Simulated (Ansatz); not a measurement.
# Ba at a quarter monolayer on different metals

How does the change of the work function by Ba depend on the metal face under it?

Set-up. Ansatz 0.2.0, plane waves with PAW datasets (its set soft_2), PBE; unreconstructed slabs of 4 or 5 layers at the tabulated experimental lattice constant with the lower two held, one adsorbate in a 2×2 cell relaxed from the site named, 6×6 k-points (12×12 for the clean 1×1 cell), 18 Å of vacuum, dipole correction. The dipole per adsorbate is the change of the cell's dipole; electronegativities are Pauling's.

The runs side by side:

```
     system  starting site  electronegativity, adsorbate less metal  clean (eV)  covered (eV)  change (eV)  dipole per adsorbate (D)
 Ba/Ir(111)            fcc                                    −1.31        5.49          2.01        −3.48                     +2.37
 Ba/Au(111)            fcc                                    −1.65        5.16          1.89        −3.27                     +2.60
 Ba/Rh(111)            fcc                                    −1.39        5.17          2.00        −3.17                     +2.10
Ba/Ru(0001)            fcc                                    −1.31        5.05          2.08        −2.96                     +2.00
 Ba/Ta(110)         hollow                                    −0.61        4.77          1.93        −2.83                     +2.29
  Ba/W(110)         hollow                                    −1.47        4.84          2.03        −2.81                     +2.11
 Ba/Cu(110)         hollow                                    −1.01        4.43          1.78        −2.65                     +2.58
Ba/Co(0001)            fcc                                    −0.99        4.93          2.40        −2.53                     +1.46
 Ba/Mo(110)         hollow                                    −1.27        4.60          2.08        −2.52                     +1.83
 Ba/Nb(110)         hollow                                    −0.71        4.49          2.00        −2.49                     +2.03
Ba/Hf(0001)            fcc                                    −0.41        4.33          1.96        −2.37                     +2.23
 Ba/Cu(111)            fcc                                    −1.01        4.79          2.49        −2.29                     +1.38
  Ba/W(100)         hollow                                    −1.47        4.14          1.91        −2.23                     +2.35
 Ba/Cu(100)         hollow                                    −1.01        4.57          2.34        −2.23                     +1.51
Ba/Zr(0001)            fcc                                    −0.44        4.17          2.00        −2.16                     +2.08
 Ba/Al(100)         hollow                                    −0.72        4.29          2.34        −1.95                     +1.72
 Ba/Al(111)            fcc                                    −0.72        4.02          2.16        −1.86                     +1.37
 Ba/Mo(100)         hollow                                    −1.27        3.83          2.06        −1.77                     +1.88
```

What this shows: The change runs from −3.48 eV (Ba/Ir(111)) to −1.77 eV (Ba/Mo(100)); falls of over 0.15 eV: 18, rises: 0, in between: 0. The covered faces span 1.78 to 2.49 eV and the clean ones 3.83 to 5.49 eV; covered follows clean with a slope of 0.00, where 0 would mean that the adsorbate alone sets the work function and 1 a step that doesn't depend on the clean value; the points scatter about that line by 0.19 eV. A positive dipole has its positive end outwards. Worked for Ba/Ir(111): +2.37 D is +0.493 e·Å, one in 25.5 Å², and the Helmholtz step −180.95 V·Å × p/A is −3.49 eV against a change of −3.48 eV; what is left is a shift on the thin slab's other side.

**Limits.** A quarter monolayer means unlike densities on unlike faces. In Ba/Au(111) and Ba/Al(111) the run itself pulled a metal atom over 0.6 Å out of the top layer, so the surface is rebuilt. One starting site was run; real layers may sit elsewhere, sink into the surface or rebuild it. Changes under about 0.15 eV are within the error of slabs this thin. Only Co was run with spin. The table is a selection: not every member that was run is listed.

[Logs are printed without paths, hosts, clocks, repeated set-up lines and the standing remarks that a program may print on its own settings, such as how far it seeks lower states.]
